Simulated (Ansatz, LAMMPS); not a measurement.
# Convergence of a linear-scaling basis for liquid mixture of acetonitrile and H2O at 300 K (204 atoms)

Wanted: errors and times of a linear-scaling basis for liquid mixture of acetonitrile and H2O at 300 K (204 atoms). A setting counts as converged where the r.m.s. difference of forces stays under 1 % of the r.m.s. force.

Method: Kohn-Sham DFT, PBE+D4, PAW (set soft_2), plane waves, in Ansatz 0.2.0.

## (1) Starting point

The cell holds 204 atoms: 58 C, 29 N, 107 H and 10 O. Cell: a = 14.656 Å, b = 14.656 Å, c = 14.656 Å, α = 90.0°, β = 90.0°, γ = 90.0°. 29 acetonitrile, 10 H2O placed at random, at 0.723 g/cm³; overlaps pushed apart, then 10 ps at 450 K with MMFF94 bonds, angles, torsions, charges and radii (Halgren, J. Comput. Chem. 17, 490 (1996)) in harmonic and 12-6 forms; SPC/E water (Berendsen, Grigera and Straatsma, J. Phys. Chem. 91, 6269 (1987)). Snapshot after 20 ps at 300 K and fixed volume.

Before any run, some limits are plain. The network of contacts between molecules at the start is that of the classical potential that made the cell, and needn't be the one that DFT or experiment would give. The density was typed from a rule of thumb and may lie off the real one at this temperature. Only the Γ point is sampled, in a cell whose shortest periodic width is 15 Å.

## (2) The classical run that made the cell

A classical potential makes the cell, at a small fraction of what the same run would cost in DFT.

This step: classical MD, MMFF94 bonds, angles, torsions, charges and radii (Halgren, J. Comput. Chem. 17, 490 (1996)) in harmonic and 12-6 forms; SPC/E water (Berendsen, Grigera and Straatsma, J. Phys. Chem. 91, 6269 (1987)) (LAMMPS 22 Jul 2025 - Update 4).

Contents of in.lmp:

```
# liquid mixture of acetonitrile and H2O
units real
atom_style full
boundary p p p
bond_style harmonic
angle_style harmonic
dihedral_style opls
improper_style harmonic
special_bonds lj 0 0 0.5 coul 0 0 0.75
read_data data.lmp
neigh_modify delay 0 every 1 check yes one 4000
comm_modify cutoff 12.0
timestep 0.5
thermo_style custom step time temp pe press density
thermo_modify norm yes
# push overlapping molecules apart
pair_style soft 2.6
pair_coeff * * 0.0
variable a equal ramp(1,60)
fix ad all adapt 1 pair soft a * * v_a
velocity all create 450 627906 mom yes dist gaussian
fix lim all nve/limit 0.03
fix lan all langevin 450 450 50 627907 zero yes
thermo 1000
run 3000 post no
unfix ad
pair_style lj/cut/coul/long 9.0
pair_modify mix arithmetic tail yes
pair_coeff 1 1 0.0678 3.3680   # C
pair_coeff 2 2 0.0678 3.5530   # C
pair_coeff 3 3 0.0721 3.3270   # N
pair_coeff 4 4 0.0216 2.5400   # H
pair_coeff 5 5 0.1553 3.1660   # O
pair_coeff 6 6 0.0000 1.0000   # H
# [... 19 lines left out ...]
compute msd all msd com yes
thermo 5000
fix md all nvt temp 300 300 100
run 20000 post no
print "== T300: mean square displacement over the hold $(c_msd[4]:%.2f) A^2"
unfix md
uncompute msd
write_dump all custom T300.dump id type xs ys zs modify sort id
```

Run with:

```bash
$ lmp -in in.lmp -log none -nocite
```

Log:

```text
LAMMPS (22 Jul 2025 - Update 4)
Reading data file ...
  orthogonal box = (0 0 0) to (14.65603 14.65603 14.65603)
  204 atoms
  orthogonal box = (0 0 0) to (14.65603 14.65603 14.65603)
  165 bonds
  213 angles
   Step          Time           Temp          PotEng         Press         Density
         0   0              450            0.04796437     3337.9387      0.72300003
      1000   500            409.57384      0.80423574     3300.2488      0.72300003
      2000   1000           402.71129      0.7945993      3213.7957      0.72300003
      3000   1500           427.62904      0.88199106     6942.9914      0.72300003
[... 30 lines left out ...]
   Step          Time           Temp          PotEng         Press         Density
[... 4 lines left out ...]
Loop time of 2.85825 s on 1 MPI rank(s) for 5000 steps with 204 atoms
   Step          Time           Temp          PotEng         Press         Density
[... 2 lines left out ...]
     25000   24000          277.74024     -1.0044507     -2165.023       0.72300003
     30000   29000          334.08219     -0.9772885      2022.2654      0.72300003
     35000   34000          286.2236      -1.0068063     -698.28337      0.72300003
     37000   36000          295.83105     -1.137582       2321.7184      0.72300003
Loop time of 10.7856 s on 1 MPI rank(s) for 20000 steps with 204 atoms
== T300: mean square displacement over the hold 37.23 A^2
```

Run time: 21 s. Hardware: 1 thread of Intel Xeon Platinum 8488C (Sapphire Rapids), shared host; peak memory 0.12 GiB.

The input also reads data.lmp (atoms, bonds and types; not printed here).

## (3) Plane-wave single point

The first run uses the default basis; a harder plane-wave run follows as the reference for the support functions.

Contents of input.yaml:

```yaml
crystal:
  lattice:
    - [14.65603, 0.0, 0.0]
    - [0.0, 14.65603, 0.0]
    - [0.0, 0.0, 14.65603]
  atoms:
    - { symbol: C, position: [0.07662, 0.79475, 0.72029] }
    - { symbol: C, position: [0.15335, 0.73691, 0.6897] }
    - { symbol: "N", position: [0.2105, 0.68427, 0.67516] }
    - { symbol: H, position: [0.07581, 0.86533, 0.70324] }
    - { symbol: H, position: [0.01167, 0.76897, 0.69349] }
    - { symbol: H, position: [0.06738, 0.7862, 0.79725] }
    - { symbol: C, position: [0.86917, 0.08463, 0.53656] }
    - { symbol: C, position: [0.8077, 0.15064, 0.49735] }
    - { symbol: "N", position: [0.75328, 0.19787, 0.46466] }
    - { symbol: H, position: [0.8522, 0.07346, 0.60977] }
    - { symbol: H, position: [0.86698, 0.0251, 0.49866] }
    - { symbol: H, position: [0.93894, 0.09972, 0.52992] }
    - { symbol: C, position: [0.47814, 0.21558, 0.97352] }
    - { symbol: C, position: [0.57202, 0.19838, 0.94156] }
    - { symbol: "N", position: [0.64593, 0.18876, 0.91548] }
    - { symbol: H, position: [0.44322, 0.26581, 0.93375] }
    - { symbol: H, position: [0.44267, 0.15231, 0.97936] }
    - { symbol: H, position: [0.47416, 0.24243, 0.04214] }
    - { symbol: C, position: [0.07995, 0.89875, 0.16216] }
    - { symbol: C, position: [0.08431, 0.80149, 0.17204] }
    - { symbol: "N", position: [0.09725, 0.72424, 0.17596] }
    - { symbol: H, position: [0.04966, 0.92759, 0.22511] }
    - { symbol: H, position: [0.14532, 0.92941, 0.14753] }
    - { symbol: H, position: [0.03286, 0.9147, 0.10959] }
    - { symbol: C, position: [0.6029, 0.21961, 0.64149] }
    - { symbol: C, position: [0.63157, 0.31395, 0.66272] }
    - { symbol: "N", position: [0.65031, 0.3921, 0.66948] }
    - { symbol: H, position: [0.64796, 0.17386, 0.67891] }
    - { symbol: H, position: [0.53534, 0.20263, 0.6638] }
    - { symbol: H, position: [0.61764, 0.2156, 0.56655] }
    - { symbol: C, position: [0.49613, 0.16965, 0.3676] }
    - { symbol: C, position: [0.53448, 0.11513, 0.29624] }
    [... 166 atom lines left out ...]
    - { symbol: O, position: [0.32193, 0.28495, 0.13917] }
    - { symbol: H, position: [0.27728, 0.33568, 0.12977] }
    - { symbol: H, position: [0.38007, 0.3102, 0.16441] }
    - { symbol: O, position: [0.30141, 0.09771, 0.15315] }
    - { symbol: H, position: [0.33396, 0.06608, 0.1022] }
    - { symbol: H, position: [0.31871, 0.16371, 0.15368] }
kpoints:
  mp_grid: { grid: [1, 1, 1] }
hamiltonian:
  xc: pbe
  dispersion: d4
scf:
  occupations: { method: gaussian, width: 0.025 }
output:
  forces: true
  stress: true
  populations: intrinsic
  dos:
    method: { smearing: { sigma: 0.08 } }
    de: 0.1
    projected: { site_lists: { C: [C], H: [H], "N": ["N"], O: [O] } }
  eigenvalues: true
  write_density: true
  write_potential: true
  volumetric_format: npy
```

Run with:

```bash
$ ansatz run input.yaml --threads 8 --pin off --max-ram 15872MiB --backend cpu --events-out ev --progress --plain --runs-dir out
```

Log:

```text
Engine: ansatz 0.2.0, x86_64-unknown-linux-gnu
Pseudopotentials: kind: paw
Pseudopotential: C, paw, valence charge 4, recommended cutoff 420 eV (normal), C.paw.azcp
Pseudopotential: N, paw, valence charge 5, recommended cutoff 420 eV (normal), N.paw.azcp
Pseudopotential: H, paw, valence charge 1, recommended cutoff 420 eV (normal), H.paw.azcp
Pseudopotential: O, paw, valence charge 6, recommended cutoff 420 eV (normal), O.paw.azcp
[... 5 lines on functional and potentials left out ...]
Crystal: 204 atoms, lattice volume = 3148.104 Å³
Basis set: ecut = 420 eV, 61445 PW (Γ), exchange–correlation on 200×200×200 points (8 copies of the dense FFT grid, shifted against one another)
Bands: 476, of which v1, the nominal top of the filled ones, is band 272 counted from 1 (271 counted from 0)
Symmetry: 1 space group operations
Space group: P1 (ITA 1), of the structure as read, at distance tolerance 1.5e-4 Å
k-points: 1
[... 9 lines on functional and potentials left out ...]
Initial density: superposition of atomic densities (neutral atoms: chi_scale 0, normalization atom), corrected by the library's trained network
Initial wavefunctions: pseudopotential atomic-orbital guess
Functional: x = pbe(κ = 0.804, μ = 0.219515), c = pbe(β = 0.066725)
SCF iter   1: F=—  HF=-33068.007743 eV  |F-HF|=—  |Δ(HF+E_count)|=         —  Δρ=3.23e-3  dr2=5.57e-1  ethr=1.77e-3  ⟨swp⟩=6.0  Hψ=2165  notcnv=0  defer=72
preconditioner: auto → Resta (q_TF=auto, 2.036 Å⁻¹)  ε∞=2.2  [insulator: Δε(μ)=4.229 eV  Ē_g=14.341 eV  σ=0.025 eV  W_gap=1.00  n_scr=460 (ndim 8)  ℏωp=15.4 eV  f_vac=0.338  D(μ)=0.00/eV (n_scr^D=0)  ε∞_Penn≈2.2]
SCF iter   2: F=—  HF=-33067.997389 eV  |F-HF|=—  |Δ(HF+E_count)|=   1.04e-2  Δρ=1.83e-3  dr2=1.77e-1  ethr=1.02e-4  ⟨swp⟩=2.0  Hψ=664  notcnv=0  defer=197
SCF iter   3: F=—  HF=-33067.997086 eV  |F-HF|=—  |Δ(HF+E_count)|=   3.03e-4  Δρ=1.18e-3  dr2=7.85e-2  ethr=3.25e-5  ⟨swp⟩=5.0  Hψ=555  notcnv=0  defer=197
SCF iter   4: F=—  HF=-33067.986202 eV  |F-HF|=—  |Δ(HF+E_count)|=   1.09e-2  Δρ=3.87e-4  dr2=7.24e-3  ethr=1.44e-5  ⟨swp⟩=5.0  Hψ=551  notcnv=0  defer=197
SCF iter   5: F=—  HF=-33067.984911 eV  |F-HF|=—  |Δ(HF+E_count)|=   1.29e-3  Δρ=2.40e-4  dr2=1.99e-3  ethr=1.33e-6  ⟨swp⟩=2.0  Hψ=824  notcnv=0  defer=199
SCF iter   6: F=—  HF=-33067.984641 eV  |F-HF|=—  |Δ(HF+E_count)|=   2.70e-4  Δρ=1.17e-4  dr2=5.24e-4  ethr=3.65e-7  ⟨swp⟩=3.0  Hψ=552  notcnv=0  defer=199
SCF iter   7: F=—  HF=-33067.984570 eV  |F-HF|=—  |Δ(HF+E_count)|=   7.09e-5  Δρ=4.56e-5  dr2=7.52e-5  ethr=9.63e-8  ⟨swp⟩=2.0  Hψ=527  notcnv=0  defer=199
SCF iter   8: F=—  HF=-33067.981570 eV  |F-HF|=—  |Δ(HF+E_count)|=   3.00e-3  Δρ=1.32e-5  dr2=7.85e-6  ethr=1.38e-8  ⟨swp⟩=3.0  Hψ=549  notcnv=0  defer=199
SCF iter   9: F=—  HF=-33067.981575 eV  |F-HF|=—  |Δ(HF+E_count)|=   4.77e-6  Δρ=6.87e-6  dr2=2.09e-6  ethr=1.44e-9  ⟨swp⟩=2.0  Hψ=548  notcnv=0  defer=199
SCF iter  10: F=—  HF=-33067.981576 eV  |F-HF|=—  |Δ(HF+E_count)|=   1.45e-6  Δρ=4.75e-6  dr2=9.27e-7  ethr=3.84e-10  ⟨swp⟩=2.0  Hψ=542  notcnv=0  defer=199
SCF iter  11: F=-33067.981577 eV  HF=-33067.981577 eV  |F-HF|=1.53e-7  |Δ(HF+E_count)|=   3.04e-7  Δρ=1.03e-6  dr2=5.11e-8  ethr=1.84e-11  ⟨swp⟩=19.0  Hψ=4413  notcnv=0
SCF 1 converged in 11 iterations: F = -33067.981577 eV  dr2 = 5.11e-8
  greatest PAW one-centre occupation: 0.863 electrons in one spin orbital (limit 2), on the O atom at site 174 (counted from 0), in its partial waves of l = 0
WARN: The output density's exchange-correlation potential varies sharply where the density is thin. Do not read a vacuum level from v_tot or v_xc, or from such a field of the output density. On a cell that repeats whose density bears no net charge and no dipole along the vacuum's axis use v_es (v_loc + v_h of the components); [...]
SCF converged after 11 iterations
Free energy (F): -33067.981577 eV
Harris-Foulkes:  -33067.981577 eV  (|F-HF|=1.53e-7)
Internal energy: -33067.981577 eV  (E = F + TS)
E sigma→0 (E₀):  -33067.981577 eV
Fermi energy:    -0.259468 eV
--- Per-component energies (eV) ---
  E_band       = -5062.132907
  E_kinetic    = 12086.954508
  E_local      = -42337.162505  (includes V_loc(G=0)·N_el)
  E_nonlocal   = 3648.318963
  E_hartree    = 15314.941914
  E_xc         = -6124.779990
  E_vxc        = -7696.502684  (∫ρ·V_xc dr)
  E_paw        = -11104.057296  (= ΣΔE_a)
  E_vpaw       = -1393.505609  (= ΣTr[D̂ρ^β])
  E_aug_tail   = -0.112569  (compensation charges beyond the density's cutoff)
  E_ewald      = -4544.967183
  E_disp       = -7.117420  (pairwise vdW)
  E_smearing   = -0.000000  (= −TS)
  E_closure    = -0.000000  (closes the sum)
  Σ components = -33067.981577   (vs F -33067.981577, Δ=0.00e0)
--- Forces (eV/Å), atoms counted from 1 ---
  atom   1  C     -0.45928726    -1.67566050     1.27363359
  atom   2  C     -1.06958929     0.78892321     0.62276786
  atom   3  N      0.29254974    -0.25493860    -0.29002099
  atom   4  H      0.66178300     1.04809820    -0.26678165
  atom   5  H      0.09154901    -0.36932742    -0.29334516
  atom   6  H      0.51332382     0.30112846    -1.13997486
  atom   7  C     -0.95392588     1.09619700     1.60905622
  atom   8  C      0.01737371    -0.11335575    -0.09582166
  atom   9  N     -0.07660238     0.36921145    -0.10551599
  atom  10  H      0.15031976    -0.09431174    -0.55345008
  atom  11  H     -0.77358109    -2.32462010    -0.99778420
  atom  12  H      1.63784884     1.16998449     0.15753411
  atom  13  C      1.34416746    -0.09398634     0.36692462
  atom  14  C     -1.25067251     0.63223311     0.52710071
[...]
atom 203  H     -0.66858752     0.85173620     0.71653228
  atom 204  H     -0.24047350    -0.36766938    -0.52471648
  max |Σ_I F_I| component: 1.17e-4 eV/Å
--- Stress (GPa, compression-positive) ---
       -0.005340      -0.111663       0.089037
       -0.111663      -0.020433      -0.103543
        0.089038      -0.103543      -0.032873
  P = ⅓ Tr σ = -0.0195 GPa (-0.195 kbar)
--- Band table (eV) ---
  k-point 0: bands = ["-21.2050", "-21.0952", "-20.8200", "-20.6972", [... 460 levels ...], "7.6551", "7.6867", "7.6995", "7.7257", "7.7466", "7.7719", "7.7837", "7.7987", "7.8643", "7.8834", "7.9094", "7.9353"]
--- intrinsic populations: 204 sites ---
  site symbol       q [e]
     0      C      4.5804
     1      C      3.8178
     2      N      5.2917
[...]
203      H      0.6227
  spilling = -0.000000 (of n_electrons = 544.000000)
```

It took 24 s on 8 threads of Intel Xeon Platinum 8488C (Sapphire Rapids), shared host; peak memory 4.3 GiB.

In the SCF lines HF is the Harris–Foulkes energy and dr2 the Hartree energy of the density residual, in eV; the loop may stop once dr2 is under the threshold and the program's other checks hold. Hψ counts applications of the Hamiltonian.

The program notes that the exchange-correlation potential is rough where the density is thin.

Numbers from this run:

```
free energy                                      : -33067.9816 eV
free energy per atom                             : -162.0979 eV/atom
SCF cycles                                       : 11
pressure                                         : -0.01955 GPa
r.m.s. force component                           : 0.8787 eV/Å
longest force                                    : 4.705 eV/Å
Fermi energy                                     : -0.2595 eV
gap (highest filled to lowest empty level) : 3.892 eV
```

The r.m.s. force component of 0.88 eV/Å sets the scale for the differences below.

## (4) Plane waves at 750 eV (750 eV)

The grid of the support functions holds more waves than the default cutoff, so they are judged against a harder plane-wave run.

input.yaml, the sections that differ from step 3:

```yaml
output:
  forces: true
  eigenvalues: true
basis:
  ecutwfc: "750 eV"
# crystal, kpoints, hamiltonian, scf: as in step 3
```

Log:

```text
[...]
Crystal: 204 atoms, lattice volume = 3148.104 Å³
Basis set: ecut = 750 eV, 146965 PW (Γ), exchange–correlation on 270×270×270 points (8 copies of the dense FFT grid, shifted against one another)
Bands: 476, of which v1, the nominal top of the filled ones, is band 272 counted from 1 (271 counted from 0)
Symmetry: 1 space group operations
[...]
k-points: 1
[...]
SCF iter   1: F=—  HF=-33068.781270 eV  |F-HF|=—  |Δ(HF+E_count)|=         —  Δρ=3.38e-3  dr2=5.62e-1  ethr=1.77e-3  ⟨swp⟩=6.0  Hψ=2165  notcnv=0  defer=77
[...]
SCF iter   3: F=—  HF=-33068.762339 eV  |F-HF|=—  |Δ(HF+E_count)|=   2.62e-3  Δρ=1.20e-3  dr2=7.84e-2  ethr=3.29e-5  ⟨swp⟩=5.0  Hψ=559  notcnv=0  defer=36
automatic band count: iteration 3 solves 315 bands in place of 476: the levels show a gap, and the empty bands left out lie too high to hold charge; the band table lists the bands solved (type scf.n_extra_bands for more)
SCF iter   4: F=—  HF=-33068.751021 eV  |F-HF|=—  |Δ(HF+E_count)|=   1.13e-2  Δρ=3.78e-4  dr2=6.94e-3  ethr=1.44e-5  ⟨swp⟩=5.0  Hψ=553  notcnv=0  defer=36
SCF iter   5: F=—  HF=-33068.749825 eV  |F-HF|=—  |Δ(HF+E_count)|=   1.20e-3  Δρ=2.49e-4  dr2=2.08e-3  ethr=1.28e-6  ⟨swp⟩=3.0  Hψ=738  notcnv=0  defer=38
[...]
SCF iter  10: F=—  HF=-33068.751243 eV  |F-HF|=—  |Δ(HF+E_count)|=   1.46e-6  Δρ=4.75e-6  dr2=9.27e-7  ethr=4.22e-10  ⟨swp⟩=2.0  Hψ=549  notcnv=0  defer=38
SCF iter  11: F=-33068.751244 eV  HF=-33068.751243 eV  |F-HF|=1.71e-7  |Δ(HF+E_count)|=   3.62e-7  Δρ=1.14e-6  dr2=6.06e-8  ethr=1.84e-11  ⟨swp⟩=12.0  Hψ=1627  notcnv=0
SCF 1 converged in 11 iterations: F = -33068.751244 eV  dr2 = 6.06e-8
[...]
SCF converged after 11 iterations
Free energy (F): -33068.751244 eV
[...]
Internal energy: -33068.751244 eV  (E = F + TS)
E sigma→0 (E₀):  -33068.751244 eV
Fermi energy:    -0.259936 eV
[...]
Σ components = -33068.751244   (vs F -33068.751244, Δ=0.00e0)
--- Forces (eV/Å), atoms counted from 1 ---
  atom   1  C     -0.46720370    -1.67094099     1.27574499
  atom   2  C     -1.05968805     0.78048782     0.62005570
  atom   3  N      0.28314273    -0.24620072    -0.28751105
  atom   4  H      0.66089967     1.03792795    -0.26458778
[...]
atom 204  H     -0.24436207    -0.38426487    -0.52555765
  max |Σ_I F_I| component: 8.78e-5 eV/Å
--- Band table (eV) ---
[...]
```

Elapsed: 30 s, on 8 threads; peak memory 9 GiB; 3.7 min of CPU time.

Forces differ from the reference by 7.0 meV/Å r.m.s., 0.79 % of their size, within a tolerance of 1 %; the energy by -3.8 meV/atom.

(Continued in part 2 of 3.)

[Long decimals in the printed logs are rounded to 6 places.]

[Logs are printed without paths, hosts, clocks, repeated set-up lines and the standing remarks that a program may print on its own settings, such as how far it seeks lower states.]

[Hosts, paths, dates, database ids (printed as entryN), source tags and the programs' standing remarks are cut or masked in the printed files.]

[The MMFF94 radii named for the starting cell were scaled by 0.96; in molecules described by MMFF94, hydrogen bound to N, O or S took a small fixed 12-6 site in their place.]
